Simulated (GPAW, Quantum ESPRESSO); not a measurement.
# Near-edge structure at the O K edge of Ti6O (P-31m), part 2 of 5

Do two independent programs agree on the O K edge of Ti6O (P-31m)? The same cell and functional are run with XSpectra and with GPAW.

Quantum ESPRESSO 7.5 and GPAW 26.7.0; core-hole supercells, plane-wave PAW LDA.

So far. Step 2 (The field without a hole (Quantum ESPRESSO)): The mesh shows no gap, so the system is treated as a metal and the core electron is put at the Fermi level (neutral cell). Step 3 (Spectrum without a core hole, O atom 7 (Quantum …): Main maxima below 24 eV (height): 2.4 eV (2.20), 3.6 eV (2.43), 10.8 eV (1.36), 15.2 eV (0.81), 18.7 eV (0.84) and 23.8 eV (0.84).

## Step 6: The atom with a core hole (Quantum ESPRESSO)

Level of this step: all-electron atom with a core hole and its PAW potential, LDA, scalar-relativistic (Quantum ESPRESSO).

The final state has one core electron fewer, so a PAW data set is made for an atom with that hole.

The input, O.lda-n-kjpaw-1sch.ld1.in:

```
&input
   title='O', zed=8., rel=1, iswitch=3, dft='PZ',
   config='1s1 2s2 2p5'
/
&inputp
   file_pseudopw='O.lda-n-kjpaw-1sch.UPF', author='',
   lpaw=.true.,
   pseudotype=3,
   lloc=-1,
   rcloc=1.1,
   which_augfun='PSQ',
   rmatch_augfun_nc=.true.,
   nlcc=.true.,
   new_core_ps=.true.,
   rcore=0.7,
   tm=.true.,
   zval=7,
   lgipaw_reconstruction=.true., use_paw_as_gipaw=.true.
/
4
2S  1  0  2.00  0.00  1.00  1.30  0.0
2S  1  0  0.00  1.00  1.00  1.30  0.0
2P  2  1  5.00  0.00  0.90  1.35  0.0
2P  2  1  0.00  0.05  0.90  1.35  0.0
```

Started as:

```console
$ ld1.x < O.lda-n-kjpaw-1sch.ld1.in > O.lda-n-kjpaw-1sch.ld1.out
```

The log of the run:

```text
     [... banner and references ...]
PAW data will be used for GIPAW calculation
     --------------------------- All-electron run ----------------------------

     O
     scalar relativistic calculation

     atomic number is  8.00
     dft =PZ   lsd =0 sic =0 latt =0  beta=0.20 tr2=1.0E-14
     Exchange-correlation= PZ
                           (   1   1   0   0   0   0   0)
     mesh =1095 r(mesh) =  99.04343 a.u. xmin = -7.00 dx = 0.01250
     1 Ry =  13.60569312 eV, c = 137.03599908

     n l     nl                  e(Ry)          e(Ha)          e(eV)
     1 0     1S 1( 1.00)       -41.9355       -20.9678      -570.5619
     2 0     2S 1( 2.00)        -1.9275        -0.9637       -26.2246
     2 1     2P 1( 5.00)        -0.8665        -0.4332       -11.7888

     final scf error:  4.0E-15 reached in  24 iterations

     Etot =    -110.050736 Ry,     -55.025368 Ha,   -1497.316544 eV

     Ekin =     109.503055 Ry,      54.751527 Ha,    1489.864957 eV
     Encl =    -270.735536 Ry,    -135.367768 Ha,   -3683.544616 eV
     Eh   =      63.959833 Ry,      31.979916 Ha,     870.217855 eV
     Exc  =     -12.778088 Ry,      -6.389044 Ha,    -173.854739 eV

     normalization and overlap integrals

     s(1S/1S) =  1.000000  <r> =   0.1934  <r2> =    0.0503  r(max) =   0.1266
     s(1S/2S) = -0.000240
     s(2S/2S) =  1.000000  <r> =   1.0741  <r2> =    1.4086  r(max) =   0.8151
     s(2P/2P) =  1.000000  <r> =   1.0981  <r2> =    1.6070  r(max) =   0.7104

     ------------------------ End of All-electron run ------------------------

     --------------------- Generating PAW atomic setup --------------------

      Generating local potential from pseudized AE potential:
      Matching radius rcloc =   1.1000

[...]
(   1   1   0   0   0   0   0)
     mesh =1095 r(mesh) =  99.04343 a.u. xmin = -7.00 dx = 0.01250
     1 Ry =  13.60569312 eV, c = 137.03599908

     n l     nl                  e(Ry)          e(Ha)          e(eV)
[...]
final scf error:  4.0E-15 reached in  24 iterations

     Etot =    -110.050736 Ry,     -55.025368 Ha,   -1497.316544 eV

     Ekin =     109.503055 Ry,      54.751527 Ha,    1489.864957 eV
     Encl =    -270.735536 Ry,    -135.367768 Ha,   -3683.544616 eV
     Eh   =      63.959833 Ry,      31.979916 Ha,     870.217855 eV
     Exc  =     -12.778088 Ry,      -6.389044 Ha,    -173.854739 eV

     normalization and overlap integrals

     s(1S/1S) =  1.000000  <r> =   0.1934  <r2> =    0.0503  r(max) =   0.1266
     s(1S/2S) = -0.000240
     s(2S/2S) =  1.000000  <r> =   1.0741  <r2> =    1.4086  r(max) =   0.8151
     s(2P/2P) =  1.000000  <r> =   1.0981  <r2> =    1.6070  r(max) =   0.7104

     ------------------------ End of All-electron run ------------------------

     ---------------------- Testing the pseudopotential ----------------------

     O
     scalar relativistic calculation

     atomic number is  8.00   valence charge is  7.00
     dft = SLA  PZ   NOGX NOGC   lsd =0 sic =0 latt =0  beta=0.20 tr2=1.0E-14
     mesh =1095 r(mesh) =  99.04343 xmin = -7.00 dx = 0.01250

     n l     nl             e AE (Ry)        e PS (Ry)    De AE-PS (Ry)
     1 0     2S   1( 2.00)       -1.92747       -1.92748        0.00000
     2 1     2P   1( 5.00)       -0.86646       -0.86647        0.00001

     eps = 5.7E-18  iter =  4

     Etot =    -110.050736 Ry,     -55.025368 Ha,   -1497.316544 eV
     Etotps =   -50.907907 Ry,     -25.453954 Ha,    -692.637362 eV

     Ekin =      48.297585 Ry,      24.148792 Ha,     657.122117 eV
     Encl =    -128.150435 Ry,     -64.075217 Ha,   -1743.575486 eV
     Ehrt =      41.723026 Ry,      20.861513 Ha,     567.670689 eV
     Ecxc =     -12.778083 Ry,      -6.389042 Ha,    -173.854681 eV
     (Ecc =      -0.066544 Ry,      -0.033272 Ha,      -0.905381 eV)

     ---------------------- End of pseudopotential test ----------------------
```

It took 0.64 s on 1 MPI rank of Arm Neoverse V1, shared host; peak memory 0.12 GiB.

Removing the core electron and adding it to the valence shell costs the free atom 530.6 eV.

## Step 7: Supercell with XCH, O atom 7 (Quantum ESPRESSO)

The holes are 5.1 Å apart. The excited electron is kept in the cell, where it fills the lowest empty states and screens the hole.

The input, scf.in:

```
&control
   calculation='scf', prefix='x', pseudo_dir='../pp', outdir='tmp', tprnfor=.true.
/
&system
   ibrav=0, nat=14, ntyp=3, nbnd=97
   ecutwfc=52, ecutrho=560
   occupations='smearing', smearing='mv', degauss=0.015
/
&electrons
   conv_thr=1.4e-07, electron_maxstep=120
   mixing_beta=0.5
/
ATOMIC_SPECIES
Ti 1.0 Ti.lda-spn-kjpaw.UPF
O0 1.0 O.lda-n-kjpaw-1sch.UPF
O 1.0 O.lda-n-kjpaw.UPF
CELL_PARAMETERS angstrom
  2.56500000 -4.44271032 0.00000000
  -2.56500000 -4.44271032 0.00000000
  0.00000000 0.00000000 -9.48000000
ATOMIC_POSITIONS crystal
Ti   0.00000000 0.66700000 0.62500000
Ti   0.00000000 0.66700000 0.12500000
Ti   0.66700000 0.33300000 0.62500000
Ti   0.66700000 0.33300000 0.12500000
Ti   0.33300000 0.00000000 0.62500000
Ti   0.33300000 0.00000000 0.12500000
Ti   0.00000000 0.33300000 0.87500000
Ti   0.00000000 0.33300000 0.37500000
Ti   0.66700000 0.00000000 0.87500000
Ti   0.66700000 0.00000000 0.37500000
Ti   0.33300000 0.66700000 0.87500000
Ti   0.33300000 0.66700000 0.37500000
O0   0.00000000 0.00000000 0.00000000
O    0.00000000 0.00000000 0.50000000
K_POINTS automatic
6 6 3 0 0 0
```

Started as:

```console
$ OMP_NUM_THREADS=1 mpirun --oversubscribe --bind-to none -np 4 pw.x -nk 4 -in scf.in > scf.out
```

The log of the run:

```text
     [... banner and references ...]
[banner, memory and clock lines left out]
using ibrav=0 with symmetry is DISCOURAGED, use correct ibrav instead

     G-vector sticks info

     bravais-lattice index     =            0
     lattice parameter (alat)  =       9.6943  a.u.
     unit-cell volume          =    1458.0429 (a.u.)^3
     number of atoms/cell      =           14
     number of atomic types    =            3
     number of electrons       =       157.00
     number of Kohn-Sham states=           97
     kinetic-energy cutoff     =      52.0000  Ry
     charge density cutoff     =     560.0000  Ry
     scf convergence threshold =      1.4E-07
     mixing beta               =       0.5000
     number of iterations used =            8  plain     mixing
     Exchange-correlation= SLA  PZ   NOGX NOGC
                           (   1   1   0   0   0   0   0)

     celldm(1)=   9.694295  celldm(2)=   0.000000  celldm(3)=   0.000000
     celldm(4)=   0.000000  celldm(5)=   0.000000  celldm(6)=   0.000000

     crystal axes: (cart. coord. in units of alat)
               a(1) = (   0.500000  -0.866025   0.000000 )
               a(2) = (  -0.500000  -0.866025   0.000000 )
               a(3) = (   0.000000   0.000000  -1.847953 )

     reciprocal axes: (cart. coord. in units 2 pi/alat)
               b(1) = (  1.000000 -0.577350  0.000000 )
               b(2) = ( -1.000000 -0.577350 -0.000000 )
               b(3) = (  0.000000 -0.000000 -0.541139 )

     PseudoPot. #1 for Ti:     Pseudo is Projector augmented-wave + core cor, Zval = 12.0

     ../pp/O.lda-n-kjpaw-1sch.UPF
     Pseudo is Projector augmented-wave + core cor, Zval =  7.0
[...]
iteration # 13     ecut=    52.00 Ry     beta= 0.50
     Davidson diagonalization with overlap
     ethr =  4.61E-10,  avg # of iterations =  4.0

     End of self-consistent calculation

          k = 0.0000-0.0000 0.0000 (  9221 PWs)   bands (ev):

   -42.9618 -42.8946 -42.8889 -42.8337 -42.8337 -42.8303 -42.8303 -42.8225
   -42.7926 -42.7926 -42.7902 -42.7902 -20.0903 -19.7919 -19.7679 -19.7679
   -19.6593 -19.6490 -19.6210 -19.6210 -19.5691 -19.5618 -19.5618 -19.5460
[...]
13.4923  13.4923  13.5401  13.9049  13.9049  13.9136  13.9136  14.0442
    14.4378  14.4378  14.6907  14.6908  14.7707  14.7971  14.7971  14.8191
    14.8560

     [... bands of 16 further k-points ...]

     the Fermi energy is    13.3685 ev

!    total energy              =   -2252.23909448 Ry
     total all-electron energy =    -20708.290705 Ry
     estimated scf accuracy    <       0.00000006 Ry
     smearing contrib. (-TS)   =       0.00350804 Ry
     internal energy E=F+TS    =   -2252.24260252 Ry

     The total energy is F=E-TS. E is the sum of the following terms:
     one-electron contribution =    -502.98039906 Ry
     hartree contribution      =     319.44810209 Ry
     xc contribution           =    -236.98472968 Ry
     ewald contribution        =   -1077.67746400 Ry
     one-center paw contrib.   =    -754.04811187 Ry

     convergence has been achieved in  13 iterations

     Forces acting on atoms (cartesian axes, Ry/au):

     atom    1 type  1   force =    -0.00489343   -0.00847566   -0.01554951
     atom    2 type  1   force =     0.01615682    0.02798444   -0.03407525
     atom    3 type  1   force =     0.00978685    0.00000000   -0.01554951
[...]
atom   13 type  2   force =    -0.00000000    0.00000000   -0.00000000
     atom   14 type  3   force =     0.00000000   -0.00000000    0.00000000

     Total force =     0.123520     Total SCF correction =     0.001112

     XML data file, charge density, pseudopotentials, collected wavefunctions
```

Elapsed: 3.6 min, on 4 MPI ranks; peak memory 0.55 GiB; 14 min of CPU time.

Energy with the hole: -281750.648 eV, cores included.

(Continued in part 3 of 5.)

[Banner, clock and machine lines of the logs are left out without a mark of their own.]

[Logs are printed without paths, hosts, clocks, repeated set-up lines and the standing remarks that a program may print on its own settings, such as how far it seeks lower states.]

[Hosts, paths, dates, database ids (printed as entryN), source tags and the programs' standing remarks are cut or masked in the printed files.]

[Lists of maxima count a maximum above −3 eV only where it reaches 4 % of the highest in the window and stands out from its surroundings by 2 % of it (1.5 % where it reaches 55 %); shoulders and weaker maxima are passed over, and of the rest the first, up to two pre-edge ones and the few strongest are named.]
